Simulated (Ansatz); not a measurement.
# ZrPbSe3 (model cell, started as cubic perovskite with Zr in the octahedra): relaxing the cell for a phonon run

Wanted: the relaxed cell of ZrPbSe3 (model cell, started as cubic perovskite with Zr in the octahedra).

Main program and level: Ansatz 0.2.0; DFT LDA, scalar-relativistic, plane waves, PAW; PAW set soft_1.

Report form: the programs' logs are mostly left out.

The structure was built from a prototype and need not be the compound's stable phase.

### 1. The structure

The structure is cubic, space group Pm-3m (No. 221). Conventional cell: a = 5.292 Å, b = 5.292 Å, c = 5.292 Å, α = 90.00°, β = 90.00°, γ = 90.00°. Pb has 12 Se at 3.74 Å nearest. Nearest to Zr lie 6 Se at 2.65 Å. Nearest to Se lie 2 Zr at 2.65 Å. Farther neighbours and most contacts between anions are not listed.

### 2. A coarse first look

A quick single point on a coarse mesh tells whether the cell has a gap and how far it is from rest, which sets the k mesh and smearing that follow.

File input.yaml:

```yaml
crystal:
  lattice:
    - [5.292, 0.0, 0.0]
    - [0.0, 5.292, 0.0]
    - [0.0, 0.0, 5.292]
  atoms:
    - { symbol: Pb, position: [0.0, 0.0, 0.0] }
    - { symbol: Zr, position: [0.5, 0.5, 0.5] }
    - { symbol: Se, position: [0.5, 0.5, 0.0] }
    - { symbol: Se, position: [0.5, 0.0, 0.5] }
    - { symbol: Se, position: [0.0, 0.5, 0.5] }
kpoints:
  mp_grid: { grid: [4, 4, 4] }
hamiltonian:
  xc: lda
  pseudopotentials: { kind: paw, azcp: { folder: soft_1 }, xc_functional: pbe }
scf:
  occupations: { method: gaussian, width: 0.1 }
output:
  forces: true
  stress: true
  eigenvalues: true
```

Command:

```console
$ ansatz run input.yaml --threads 4 --pin off --max-ram 16384MiB --backend cpu --events-out ev --progress --plain --runs-dir out
```

Wall time 1.5 s (4 threads of Arm Neoverse V1, shared host); peak memory 0.49 GiB.

A gap read on the k-mesh alone can miss the band edges.

Numbers from this step:

```
pressure           : -5.815 GPa
volume per atom    : 29.64 Å³
gap on the k-mesh  : 0.08336 eV
direct gap on mesh : 0.3385 eV
```

The coarse mesh shows a gap of 0.08 eV and a pressure of -5.8 GPa.

### 3. Relaxation, k-mesh 6×6×6, smearing width 0.01 eV

Harmonic phonons are second derivatives at a point where the forces vanish, and they are wanted at zero stress, so atoms and cell are relaxed first.

input.yaml, the sections that differ from step 2:

```yaml
kpoints:
  mp_grid: { grid: [6, 6, 6] }
scf:
  occupations: { method: gaussian, width: 0.01 }
output:
  forces: true
  stress: true
  eigenvalues: true
  write_density: true
  write_potential: true
  elf: true
  volumetric_format: npy
relax:
  adjacent_minimum: "off"
  f_tol: 0.005
  max_steps: 80
  cell: { stress_tol: 0.05 }
# crystal, hamiltonian: as in step 2
```

The job ended after 15 s (4 threads; peak memory 0.56 GiB; 58 s of CPU time).

The steps of the relaxation:

| step | energy less that of the first step (eV) | largest force component (eV/Å) | pressure (GPa) | volume (Å³) |
| --- | --- | --- | --- | --- |
| 1 | 0.0000 | 0.0000 | -5.84 | 148.20 |
| 2 | -0.2276 | 0.0000 | 3.30 | 128.33 |
| 3 | -0.2817 | 0.0000 | -0.45 | 134.86 |
| 4 | -0.2830 | 0.0000 | -0.03 | 134.04 |
| 5* | -0.2816 | 0.0000 | -0.03 | 134.04 |

Relaxation steps marked * repeat the geometry before them on a plane-wave basis chosen anew for their cell, so energy and pressure can jump there.

Forces are held to the 48 operations that the run works with; a distortion that breaks them can't arise in this run.

| conventional cell, symmetrised | before | after | change |
| --- | --- | --- | --- |
| a (Å) | 5.292 | 5.118 | -3.3 % |
| b (Å) | 5.292 | 5.118 | -3.3 % |
| c (Å) | 5.292 | 5.118 | -3.3 % |
| volume (Å³/atom) | 29.64 | 26.81 | -9.6 % |

Numbers from this step:

```yaml
pressure: -0.03150 GPa
volume_per_atom: 26.81 Å³
gap_on_the_k_mesh: 0 eV
```

Valence density in the ac plane at fractional y = 0.500, with atoms of Zr and Se within 0.2 Å of it. It is the smooth field of the valence electrons, not physical close to the nuclei.

Values in e/Å³, 14 rows by 14 columns, each cell a mean:
```
 0  0  0  0  0  2 12 23  5  1  0  0  0  0
 0  0  0  0  0  1  2  2  1  1  0  0  0  0
 0  0  0  0  0  0  1  1  1  0  0  0  0  0
 0  0  0  0  0  0  0  1  0  0  0  0  0  0
 1  1  0  0  0  1  1  2  1  0  0  0  1  1
 9  3  1  0  0  2  3  4  3  1  0  1  1  5
45  9  1  1  1  3  4  4  4  2  1  1  2 23
23  5  1  0  1  2  4  4  3  1  0  1  2 12
 2  1  1  0  0  1  2  3  2  1  0  0  1  2
 1  0  0  0  0  0  1  1  0  0  0  0  0  0
 0  0  0  0  0  0  0  1  0  0  0  0  0  0
 0  0  0  0  0  1  1  1  1  0  0  0  0  0
 0  0  0  0  0  1  5  9  3  1  0  0  0  0
 0  0  0  0  1  2 23 45  9  1  0  0  0  0
```
Columns run along a (5.1 Å), rows up along c (5.1 Å). Atoms in or near the plane, at fractional coordinates: Zr at (0.50, 0.50), Se at (0.50, 0.00), Se at (0.00, 0.50).

Electrostatic potential energy in the ac plane at fractional y = 0.500, with atoms of Zr and Se within 0.2 Å of it. With pseudopotentials it is smooth inside the atoms' cores, unlike the true potential.

Values in eV, 14 rows by 14 columns, each cell a mean:
```
 13  13  13  11   3  -8   6  11  -2  -5   8  12  13  13
 13  13  13  12   8  -3  -9  -8  -8   2  10  13  13  13
 12  12  13  12  10   6   0  -1   3   8  11  13  13  12
  7   9  11  11   9   5   1   0   3   7  10  11  10   8
 -7  -2   6   8   5  -6 -20 -23 -14   0   7   8   2  -5
  3  -7  -3   5  -2 -26 -45 -47 -38 -14   3   3  -8  -2
 13   3  -7   2  -8 -37 -50 -50 -47 -23   0  -1  -8  11
 11  -2  -6   3  -6 -33 -49 -50 -45 -20   1   0  -9   6
 -7  -8   2   7   2 -15 -33 -37 -26  -6   5   6  -3  -8
  1   5   9  10   7   2  -6  -8  -2   5   9  10   8   3
 11  12  12  12  10   7   3   2   5   8  11  12  12  11
 13  13  13  12   9   2  -6  -7  -3   6  11  13  13  13
 13  13  13  12   5  -8  -2   3  -7  -2   9  12  13  13
 13  13  13  11   1  -7  11  13   3  -7   7  12  13  13
```
Columns run along a (5.1 Å; values clipped at the 3rd and 97th percentile), rows up along c (5.1 Å). Atoms in or near the plane, at fractional coordinates: Zr at (0.50, 0.50), Se at (0.50, 0.00), Se at (0.00, 0.50).

ELF in the ac plane at fractional y = 0.500, with atoms of Zr and Se within 0.2 Å of it. It is the smooth field of the valence electrons, not physical close to the nuclei.

Values, 14 rows by 14 columns, each cell a mean:
```
0.03 0.04 0.18 0.54 0.75 0.72 0.40 0.26 0.57 0.76 0.69 0.37 0.09 0.03
0.10 0.07 0.11 0.36 0.68 0.78 0.75 0.72 0.77 0.76 0.56 0.21 0.08 0.09
0.41 0.30 0.16 0.20 0.44 0.65 0.71 0.72 0.69 0.58 0.31 0.15 0.21 0.37
0.71 0.64 0.45 0.22 0.18 0.25 0.33 0.36 0.30 0.21 0.18 0.31 0.56 0.69
0.75 0.77 0.71 0.40 0.14 0.28 0.54 0.60 0.43 0.17 0.21 0.58 0.76 0.76
0.47 0.69 0.78 0.51 0.26 0.63 0.74 0.69 0.74 0.43 0.30 0.69 0.77 0.57
0.11 0.50 0.78 0.55 0.38 0.74 0.49 0.23 0.69 0.60 0.36 0.72 0.72 0.26
0.25 0.59 0.78 0.54 0.33 0.71 0.64 0.49 0.74 0.54 0.33 0.71 0.75 0.40
0.68 0.76 0.76 0.47 0.18 0.45 0.71 0.74 0.63 0.28 0.25 0.65 0.78 0.72
0.76 0.73 0.59 0.30 0.13 0.18 0.33 0.38 0.26 0.14 0.18 0.44 0.68 0.75
0.58 0.47 0.27 0.18 0.30 0.47 0.54 0.55 0.51 0.40 0.22 0.20 0.36 0.54
0.21 0.14 0.11 0.27 0.59 0.76 0.78 0.78 0.78 0.71 0.45 0.16 0.11 0.18
0.04 0.05 0.14 0.47 0.73 0.76 0.59 0.50 0.69 0.77 0.64 0.30 0.07 0.04
0.02 0.04 0.21 0.58 0.76 0.68 0.25 0.11 0.47 0.75 0.71 0.41 0.10 0.03
```
Columns run along a (5.1 Å), rows up along c (5.1 Å). Atoms in or near the plane, at fractional coordinates: Zr at (0.50, 0.50), Se at (0.50, 0.00), Se at (0.00, 0.50).

In this step the volume went from 29.64 to 26.81 Å³/atom.

### 4. Relaxation, k-mesh 8×8×8, smearing width 0.1 eV

The relaxation is repeated from its end, on the mesh and smearing that suit the cell and gap now reached.

input.yaml, the sections that differ from step 3:

```yaml
crystal:
  lattice:
    - [5.1177728964, 0.0, 0.0]
    - [0.0, 5.1177728964, 0.0]
    - [0.0, 0.0, 5.1177728964]
  atoms:
    - { symbol: Pb, position: [0.0, 0.0, 0.0] }
    - { symbol: Zr, position: [0.5, 0.5, 0.5] }
    - { symbol: Se, position: [0.5, 0.5, 0.0] }
    - { symbol: Se, position: [0.5, 0.0, 0.5] }
    - { symbol: Se, position: [0.0, 0.5, 0.5] }
kpoints:
  mp_grid: { grid: [8, 8, 8] }
scf:
  occupations: { method: gaussian, width: 0.1 }
output:
  forces: true
  stress: true
  eigenvalues: true
# hamiltonian, relax: as in step 3
```

Wall time 12 s (4 threads); peak memory 0.58 GiB; 46 s of CPU time.

Little changed from the start: no atom moved by 0.005 Å and no cell edge by 0.1 %.

This step gave:

| Item | Value |
| --- | --- |
| pressure | 0.02997 GPa |
| volume per atom | 26.78 Å³ |

In this step the volume went from 26.81 to 26.78 Å³/atom.

### 5. Relaxing to small forces for the phonons

Phonons need a cell at rest on their own settings, so the relaxation is repeated with tight tolerances on forces and stress, using the mesh and the filling of the phonon run that follows.

input.yaml, the sections that differ from step 4:

```yaml
crystal:
  lattice:
    - [5.1156560291, 0.0, 0.0]
    - [0.0, 5.1156560291, 0.0]
    - [0.0, 0.0, 5.1156560291]
  atoms:
    - { symbol: Pb, position: [0.0, 0.0, 0.0] }
    - { symbol: Zr, position: [0.5, 0.5, 0.5] }
    - { symbol: Se, position: [0.5, 0.5, 0.0] }
    - { symbol: Se, position: [0.5, 0.0, 0.5] }
    - { symbol: Se, position: [0.0, 0.5, 0.5] }
scf:
  occupations: { method: methfessel_paxton, width: 0.2 }
relax:
  adjacent_minimum: "off"
  f_tol: 0.001
  max_steps: 60
  cell: { stress_tol: 0.01 }
# kpoints, hamiltonian, output: as in step 4
```

Wall time 15 s (4 threads); peak memory 0.59 GiB.

Little changed from the start: no atom moved by 0.005 Å and no cell edge by 0.1 %.

Numbers from this step:

- pressure: -6.74e-5 GPa
- volume per atom: 26.79 Å³

The forces vanish by symmetry and the pressure is 0.000 GPa, within the tolerances set. The cell now holds 26.79 Å³/atom.

### 6. Outcome

| Item | Value |
| --- | --- |
| space group after relaxation (within 0.01 Å) | Pm-3m |
| lattice constant a | 5.116 Å |
| lattice constant b | 5.116 Å |
| lattice constant c | 5.116 Å |
| volume per atom | 26.8 Å³ |

What this shows: The forces vanish by symmetry and the pressure is 0.000 GPa, within the tolerances set. The cell now holds 26.79 Å³/atom. The relaxation keeps the symmetry of its start, so it says nothing on stability against lower symmetry. Spin-orbit coupling is left out, which can matter for the heavy elements here. The PAW files were made for PBE and serve the other functionals too. The starting cell was built on a prototype and not taken from a measurement, so the phase need not exist.

[Logs are printed without paths, hosts, clocks, repeated set-up lines and the standing remarks that a program may print on its own settings, such as how far it seeks lower states.]

[Hosts, paths, dates, database ids (printed as entryN), source tags and the programs' standing remarks are cut or masked in the printed files.]
